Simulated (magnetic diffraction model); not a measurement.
**Magnetic neutron pattern of Nd3Sb5Os6**

Space group Pmmn (no. 59, origin choice 1), a = 4.3510 Å, b = 13.7030 Å, c = 10.4410 Å.

| site | atom | x | y | z |
| --- | --- | --- | --- | --- |
| 2a | Os | 1/2 | 1/2 | 0.0206 |
| 4e | Os | 0 | 0.8234 | 0.1066 |
| 2a | Os | 1/2 | 1/2 | 0.4889 |
| 4e | Os | 0 | 0.6609 | 0.4936 |
| 4e | Nd | 0 | 0.8281 | 0.7493 |
| 2b | Nd | 0 | 1/2 | 0.7385 |
| 2b | Sb | 0 | 1/2 | 0.3426 |
| 4e | Sb | 0 | 0.8363 | 0.3679 |
| 4e | Sb | 0 | 0.6262 | 0.0166 |

This is a made-up structure (elements placed in a structure type, unrelaxed), so the numbers test the method and describe no known phase.

Only Nd is taken to order (form factors of Nd3+); orders and moment sizes are assumed, and not adapted to the symmetry. Radiation: neutrons of λ = 1.8 Å, 5° to 35°; isotropic B of 0.2 Å² (Os), 0.24 Å² (Nd) and 0.24 Å² (Sb). Simulated constant-wavelength pattern: nuclear and magnetic terms add, the magnetic one as |2.695 fm × Σ f S⊥ exp(2πi Q·r) exp(−B s²)|², summed over all Q at one angle with the factor 1/(sin²θ cos θ). For collinear order S is the moment m, which repeats by lattice and centring translations R with the sign exp(−2πi k·R). Free-ion form factors, Sears's scattering lengths of 1992, no absorption; a label names one of the reflections at its angle. The strongest nuclear line in the range is 100, and lines under 0.2 are left out.

Assume the order k = (0 1/2 1/2), collinear moments along [101], 3.1 μB on Nd; signs + at (0, 0.8281, 0.7493), − at (1/2, 0.6719, 0.2507), − at (0, 0.1719, 0.7493), + at (1/2, 0.3281, 0.2507), − at (0, 1/2, 0.7385), − at (1/2, 0, 0.2615).

Q: Where does magnetic intensity appear, and how strong is it?

| 2θ (°) | index | nuclear | magnetic |
| --- | --- | --- | --- |
| 6.21 | (0 1/2 1/2) | 0.0 | 64.0 |
| 9.89 | (0 0 1) | 8.9 | 0.0 |
| 12.35 | (0 3/2 1/2) | 0.0 | 74.1 |
| 12.44 | (0 1 1) | 3.1 | 0.0 |
| 15.10 | (0 2 0) | 0.4 | 0.0 |
| 15.33 | (0 1/2 3/2) | 0.0 | 4.0 |
| 18.08 | (0 2 1) | 0.3 | 0.0 |
| 18.71 | (0 3/2 3/2) | 0.0 | 17.1 |
| 19.55 | (0 5/2 1/2) | 0.0 | 13.3 |
| 19.85 | (0 0 2) | 100.0 | 0.0 |
| 21.26 | (0 1 2) | 5.5 | 0.0 |
| 24.13 | (0 5/2 3/2) | 0.0 | 6.9 |
| 24.69 | (1 1/2 1/2) | 0.0 | 13.2 |
| 24.84 | (0 3 1) | 1.4 | 0.0 |
| 25.04 | (0 2 2) | 7.5 | 0.0 |
| 25.07 | (1 1 0) | 16.5 | 0.0 |
| 25.18 | (0 1/2 5/2) | 0.0 | 1.5 |
| 25.90 | (1 0 1) | 1.1 | 0.0 |
| 26.96 | (1 3/2 1/2) | 0.0 | 29.7 |
| 27.01 | (1 1 1) | 24.8 | 0.0 |
| 27.05 | (0 7/2 1/2) | 0.0 | 5.9 |
| 27.41 | (0 3/2 5/2) | 0.0 | 4.9 |
| 28.50 | (1 1/2 3/2) | 0.0 | 8.8 |
| 29.97 | (0 0 3) | 0.8 | 0.0 |
| 30.11 | (1 2 1) | 13.8 | 0.0 |
| 30.36 | (0 3 2) | 4.0 | 0.0 |
| 30.46 | (0 4 0) | 2.5 | 0.0 |
| 30.51 | (1 3/2 3/2) | 0.0 | 18.8 |
| 30.59 | (0 7/2 3/2) | 0.0 | 4.2 |
| 31.04 | (1 5/2 1/2) | 0.0 | 10.2 |
| 31.24 | (1 0 2) | 2.2 | 0.0 |
| 31.44 | (0 5/2 5/2) | 0.0 | 2.1 |
| 32.10 | (0 4 1) | 0.2 | 0.0 |
| 32.18 | (1 1 2) | 6.0 | 0.0 |
| 33.20 | (1 3 0) | 7.2 | 0.0 |
| 33.72 | (0 2 3) | 20.3 | 0.0 |
| 34.20 | (1 5/2 3/2) | 0.0 | 6.3 |
| 34.72 | (1 3 1) | 46.7 | 0.0 |
| 34.76 | (0 9/2 1/2) | 0.0 | 10.0 |
| 34.87 | (1 2 2) | 19.3 | 0.0 |
| 34.98 | (1 1/2 5/2) | 0.0 | 3.4 |

The strongest magnetic line in the range is (0 3/2 1/2) at 12.35° (74.1). On top of the Lorentz factor, which all lines share, magnetic lines fade with angle because f falls: for Nd3+ it is 0.98, 0.90, 0.79 and 0.54 at sin θ/λ = 0.1, 0.2, 0.3 and 0.5 Å⁻¹, while nuclear lengths stay constant. The order has no net moment.
